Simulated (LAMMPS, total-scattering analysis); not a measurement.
# fcc solid solution (Ni0.54,Cu0.46): Uiso of Cu against temperature

Simulated by classical molecular dynamics (LAMMPS) with the EAM Cu-Ni potential (Onat and Durukanoglu, J. Phys.: Condens. Matter 26, 035404 (2014)); 500 atoms, zero pressure, classical nuclei. Uiso is the variance of an atom's position about its mean, per direction. An empirical potential describes the real material only near what it was fitted to; melting points and liquid densities can be off by several percent.

| T (K) | Uiso of Cu (Å²) |
| --- | --- |
| 200 | 0.0034 |
| 300 | 0.0055 |
| 680 | 0.0138 |
| 1090 | ? |
| 1250 | 0.0316 |

**Task.** Fit U/T against T with a straight line, read an effective Debye temperature from it, and predict the withheld row.

U/T in 10⁻⁵ Å²/K: 1.700 at 200 K, 1.833 at 300 K, 2.029 at 680 K, 2.528 at 1250 K. The means are 607.5 K and 2.022; Σ(x − x̄)(y − ȳ) = 514.95 and Σ(x − x̄)² = 6.7868e+05, so the slope is 7.588e-04 per K and the intercept 1.562.

The intercept is the harmonic part: U = 3ħ²T/(M k θ²) with 3ħ²/(k u Å²) = 145.5 K and M = 63.55 u gives θ = √(145.5/(63.55 × 1.562×10⁻⁵)) = 383 K, an effective value for this element. The slope is the anharmonic part, expansion included: by 1250 K it adds 61 % to U.

At 1090 K, U = 1090 × (1.562 + 0.827)×10⁻⁵ = 0.0260 Å²; the run gave 0.0271, a miss of -4.1 %.
